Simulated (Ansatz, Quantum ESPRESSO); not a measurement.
# PrSm (P-6m2): zone-centre phonons, part 3 of 3

Aim: the zone-centre modes of PrSm (P-6m2).

Quantum ESPRESSO 7.5; DFT PBEsol, scalar-relativistic, plane waves, PseudoDojo norm-conserving, 4f in core pseudopotentials.

So far, highest optical zone-centre mode (no LO-TO term) (cm⁻¹): step 6 (zone-centre analysis) 89.6; step 7 (without ASR) 89.5.

### 9. A second program

The same cell goes through another code at the same cutoff. The potentials differ. Its k mesh is centred on Γ.

This step: DFT PBEsol, scalar-relativistic, plane waves, norm-conserving pseudopotentials, 4f in core (Ansatz 0.2.0).

Contents of input.yaml:

```yaml
crystal:
  lattice:
    - [3.595636411, 0.0, 0.0]
    - [-1.7978182055, 3.1139124747, 0.0]
    - [0.0, 0.0, 5.8450656237]
  atoms:
    - { symbol: Pr, position: [0.6666666667, 0.3333333333, 0.5] }
    - { symbol: Sm, position: [0.3333333333, 0.6666666667, 0.0] }
kpoints:
  mp_grid: { grid: [9, 9, 6] }
hamiltonian:
  xc: pbesol
  pseudopotentials:
    kind: nc
    azcp:
      Pr: "pseudopotentials/pbe/nc/lanthanide_3plus/Pr.nc.azcp"
      Sm: "pseudopotentials/pbe/nc/lanthanide_3plus/Sm.nc.azcp"
    accuracy: standard
scf:
  occupations: { method: cold, width: 0.27211 }
output:
  eigenvalues: true
basis:
  ecutwfc: 598.65
phonons:
  method: dfpt
```

Command:

```sh
> ansatz run input.yaml --threads 4 --pin off --max-ram 8192MiB --backend cpu --events-out ev --progress --plain --runs-dir out
```

Numbers of over 12 decimals in the logs are rounded to 6 here.

What it wrote:

```text
Warning: basis.ecutwfc = 598.65 eV is below the records' recommended 680.284656 eV, and the density's cutoff is lower with it unless basis.ecutrho_ratio is high enough to keep the records' density cutoff: compare with a run at a higher cutoff
Warning: <dir> the record states the generating functional pbe (its physics header spells it `PBE`), which answers neither for hamiltonian.xc's functional nor for the pbesol family's — results may be inconsistent (PPs are generated against a specific XC)
Warning: <dir> the record states the generating functional pbe (its physics header spells it `PBE`), which answers neither for hamiltonian.xc's functional nor for the pbesol family's — results may be inconsistent (PPs are generated against a specific XC)
zone centre: on kpoints.mp_grid the ground state, and the responses unless they are solved on pairs of k-points, stand on 100 of the mesh's 486 k-points, reduced under 4 symmetry operations, with k and −k counted as one. Each operation leaves every solved displacement unchanged or reverses it
Engine: ansatz 0.2.0, aarch64-unknown-linux-gnu
Pseudopotentials: kind: nc
Pseudopotential: Pr, nc, valence charge 11, recommended cutoff 653.07327 eV (normal), <dir>
Pseudopotential: Sm, nc, valence charge 11, recommended cutoff 680.284656 eV (normal), <dir>
Functional definition: PBEsol
  exchange = pbesol_x
  correlation = pbesol_c
Crystal: 2 atoms, lattice volume = 65.444 Å³
Basis set: ecut = 598.65 eV, 2189 PW (Γ), exchange–correlation on 60×60×96 points (8 copies of the dense FFT grid, shifted against one another)
Bands: 15, of which v1, the nominal top of the filled ones, is band 11 counted from 1 (10 counted from 0)
Symmetry: 12 space group operations
k-points: 100 of 486 (irreducible under 4 space group operations, time reversal used)
Non-local potential: Pr, projectors of the file, l = 0: 2, l = 1: 2, l = 2: 2, l = 3: 1
Non-local potential: Sm, projectors of the file, l = 0: 2, l = 1: 2, l = 2: 2, l = 3: 1
Initial density: superposition of atomic densities (chi_scale 0.1, normalization cell, long waves kept (reshape's long-wave potential 0.00 eV rms))
Initial wavefunctions: pseudopotential atomic-orbital guess
Functional: x = pbesol(κ = 0.804, μ = 0.123457), c = pbesol(β = 0.046)
SCF iter   1: F=—  HF=-2088.666223 eV  |F-HF|=—  |Δ(HF+E_count)|=         —  Δρ=1.61e-2  dr2=5.41e-1  ethr=3.10e-3  ⟨swp⟩=6.0  Hψ=15679  notcnv=0
automatic band count: the SCF goes on with 19 bands, as 15 were too few: they end inside the smearing window of the response
preconditioner: auto → Kerker (q_TF=auto, 2.275 Å⁻¹)  [metal: Δε(μ)=0.004 eV  Ē_g=4.341 eV  σ=0.272 eV  W_gap=0.01  n_scr=10 (ndim 8)  ℏωp=11.2 eV  f_vac=0.000  D(μ)=2.81/eV (n_scr^D=22)]
SCF iter   2: F=—  HF=-2088.574997 eV  |F-HF|=—  |Δ(HF+E_count)|=   9.12e-2  S|Δr|=    0.00e0  Δρ=8.07e-3  dr2=9.31e-2  ethr=2.46e-3  ⟨swp⟩=1.9  Hψ=2878  notcnv=0  defer=1
SCF iter   3: F=—  HF=-2088.546251 eV  |F-HF|=—  |Δ(HF+E_count)|=   2.87e-2  S|Δr|=    0.00e0  Δρ=1.98e-3  dr2=3.74e-3  ethr=4.23e-4  ⟨swp⟩=2.8  Hψ=2968  notcnv=0  defer=1
SCF iter   4: F=—  HF=-2088.545131 eV  |F-HF|=—  |Δ(HF+E_count)|=   1.12e-3  S|Δr|=    0.00e0  Δρ=3.79e-4  dr2=8.05e-5  ethr=1.70e-5  ⟨swp⟩=2.6  Hψ=3157  notcnv=0  defer=1
SCF iter   5: F=—  HF=-2088.545118 eV  |F-HF|=—  |Δ(HF+E_count)|=   1.35e-5  S|Δr|=    0.00e0  Δρ=4.91e-5  dr2=3.17e-6  ethr=3.66e-7  ⟨swp⟩=2.5  Hψ=2368  notcnv=0  defer=1
SCF iter   6: F=—  HF=-2088.545118 eV  |F-HF|=—  |Δ(HF+E_count)|=   1.30e-7  S|Δr|=    0.00e0  Δρ=9.30e-6  dr2=4.16e-8  ethr=1.44e-8  ⟨swp⟩=2.3  Hψ=2685  notcnv=0  defer=1
SCF iter   7: F=—  HF=-2088.545118 eV  |F-HF|=—  |Δ(HF+E_count)|=   9.95e-8  S|Δr|=    0.00e0  Δρ=1.63e-6  dr2=2.18e-9  ethr=1.89e-10  ⟨swp⟩=2.6  Hψ=2948  notcnv=0  defer=23
SCF iter   8: F=—  HF=-2088.545118 eV  |F-HF|=—  |Δ(HF+E_count)|=  5.46e-11  S|Δr|=    0.00e0  Δρ=2.00e-7  dr2=1.88e-11  ethr=9.90e-12  ⟨swp⟩=2.6  Hψ=3011  notcnv=0  defer=23
SCF iter   9: F=-2088.545118 eV  HF=-2088.545118 eV  |F-HF|=0.00e0  |Δ(HF+E_count)|=  1.36e-12  S|Δr|=    0.00e0  Δρ=3.09e-8  dr2=7.08e-13  ethr=1.00e-12  ⟨swp⟩=12.9  Hψ=10747  notcnv=0
SCF 1 converged in 9 iterations: F = -2088.545118 eV  dr2 = 7.08e-13
DFPT response loops at Γ: preconditioner auto → Kerker (q_TF=auto, 2.275 Å⁻¹) (partly filled bands, converged f_vac=0.000); β = 1.00, the filter's whole step (`scf.mixing.beta` (0.50) is not read by the response loops under this deck's `scf.mixing.preconditioner`; to damp them name `kerker` or `kerker_dos`, under which they read `scf.mixing.beta`, and type it under 1.00, their step now; both keys bind the ground state too); Broyden in place of MSR1
SCF converged after 9 iterations
Stability not checked: this state was not tested for a lower state beside it, because cold or Methfessel-Paxton smearing, or corrected tetrahedra, fill the levels in a way that the test cannot read (fill_not_monotonic; see scf.lower_state_search)
Free energy (F): -2088.545118 eV
Harris-Foulkes:  -2088.545118 eV  (|F-HF|=0.00e0)
Internal energy: -2088.534896 eV  (E = F + TS)
E sigma→0 (E₀):  -2088.541711 eV
Entropy (-TS):   -0.010222 eV (-5.111 meV/atom)
Fermi energy:    11.386575 eV
Step filling:    the computed levels leave a gap of 0.0048 eV = 0.0 smearing widths at the electron count; against every level under it full and every level over it empty, smearing changes F+E_penalty+E_count by -11.769 meV and its σ→0 estimate by -8.362 meV
--- Per-component energies (eV) ---
  E_band       = -140.369077
  E_kinetic    = 493.877417
  E_local      = -838.273181  (includes V_loc(G=0)·N_el)
  E_nonlocal   = 95.037952
  E_hartree    = 234.873848
  E_xc         = -500.755651
  E_vxc        = -360.758959  (∫ρ·V_xc dr)
  E_ewald      = -1573.295281
  E_smearing   = -0.010222  (= −TS)
  E_closure    = -0.000000  (closes the sum)
  Σ components = -2088.545118   (vs F -2088.545118, Δ=0.00e0)
--- Band table (eV; the first three rows and the last of 100) ---
  k-point 0: bands = [... 7 lower, -6.1338, 7.2588, 9.2885, 12.8889, 12.8889, 12.8915, 13.5568, 13.5697, ... 4 higher]
  k-point 1: bands = [... 7 lower, -6.1346, 7.4744, 9.3013, 12.7248, 12.8066, 12.8066, 13.1611, 13.4162, ... 4 higher]
  k-point 2: bands = [... 7 lower, -6.1362, 8.0435, 9.2276, 12.3076, 12.5106, 12.7386, 12.7386, 13.1054, ... 4 higher]
  k-point 99: bands = [... 7 lower, -6.5248, 9.9306, 10.2289, 11.5934, 11.6225, 12.0737, 12.3017, 13.7855, ... 4 higher]
--- Phonons (Γ-DFPT): 4 representative perturbations + reference, on 100 of 486 k-points (Σ response iterations 12) ---
  k mesh reduced under 4 symmetry operations, with k and −k counted as one. Each operation leaves every solved displacement unchanged or reverses it
  ASR residual: 1.020e-4 → 0.000e0 eV/Å²; symmetrization residual: 6.592e-6 eV/Å²
  ASR residual per site (eV/Å²): 2.47e-5 1.02e-4
  Γ frequencies (cm⁻¹): 0.00 0.00 0.00 43.01 43.01 88.74
  non-analytic LO–TO correction: not included (Born effective charges unavailable; polar crystals: no LO–TO splitting at Γ)
```

Run time: 19 s. Hardware: 4 threads of Arm Neoverse V2, shared host; peak memory 0.73 GiB.

Read from the output:

```yaml
sum_rule_residual_before_enforcement: 1.02e-4 eV/Å²
highest_optical_zone_centre_mode_no_lo_to_term: 88.74 cm⁻¹
lowest_optical_zone_centre_mode: 43.01 cm⁻¹
```

### 10. The two compared: QE PseudoDojo and Ansatz, PseudoDojo

Numbers from this step:

```yaml
root_mean_square_difference: 0.49 cm⁻¹
largest_difference: 0.83 cm⁻¹
```

Frequencies side by side, by row:

```
q (reciprocal lattice)  mode  QE PseudoDojo (cm⁻¹)  Ansatz, PseudoDojo (cm⁻¹)
                 0 0 0     1                     0                          0
                 0 0 0     2                     0                          0
                 0 0 0     3                     0                          0
                 0 0 0     4                 43.16                      43.01
                 0 0 0     5                 43.16                      43.01
                 0 0 0     6                 89.57                      88.74
```

At the zone centre the largest difference (acoustic modes at Γ apart) is 0.9 % of the highest mode.

### 11. Summary of results

| Quantity | Value |
| --- | --- |
| space group after relaxation | P-6m2 |
| volume per atom | 32.7 Å³ |
| highest optical zone-centre mode (no LO-TO term) | 89.6 cm⁻¹ |
| lowest optical zone-centre mode | 43.2 cm⁻¹ |
| imaginary optical modes at the zone centre (no q mesh in this session) | none |
| largest difference from Ansatz, PseudoDojo | 0.83 cm⁻¹ |

In words: At the PBEsol level the optical modes of PrSm (P-6m2) at the zone centre run from 43 to 90 cm⁻¹. QE PseudoDojo and Ansatz, PseudoDojo agree to 0.83 cm⁻¹ (0.9 % of the highest mode compared) on all solved modes but the acoustic ones at Γ, without the LO-TO term. These are harmonic frequencies at zero temperature: anharmonic shifts and linewidths and thermal expansion are left out. Spin-orbit coupling is left out, which can matter for the heavy elements here. In a metal the frequencies hang on the k mesh and the smearing, most of all near Kohn anomalies. The 4f electrons are frozen in the core as for a trivalent ion, in files made for PBE, so their moments and any magnetic order are left out. The relaxation ran at 44 Ry, under the 50 Ry recommended for these files; the stress of so short a basis can leave the cell about one per cent too small. Ansatz warns that the cutoff lies 12 % under the one recommended for these files; agreement at one cutoff is not convergence. The structure comes from a database and need not be the phase that is stable at ambient conditions.

[Host names and launcher messages were left out of these logs when they were recorded.]

[Logs are printed without paths, hosts, clocks, repeated set-up lines and the standing remarks that a program may print on its own settings, such as how far it seeks lower states.]

[Hosts, paths, dates, database ids (printed as entryN), source tags and the programs' standing remarks are cut or masked in the printed files.]
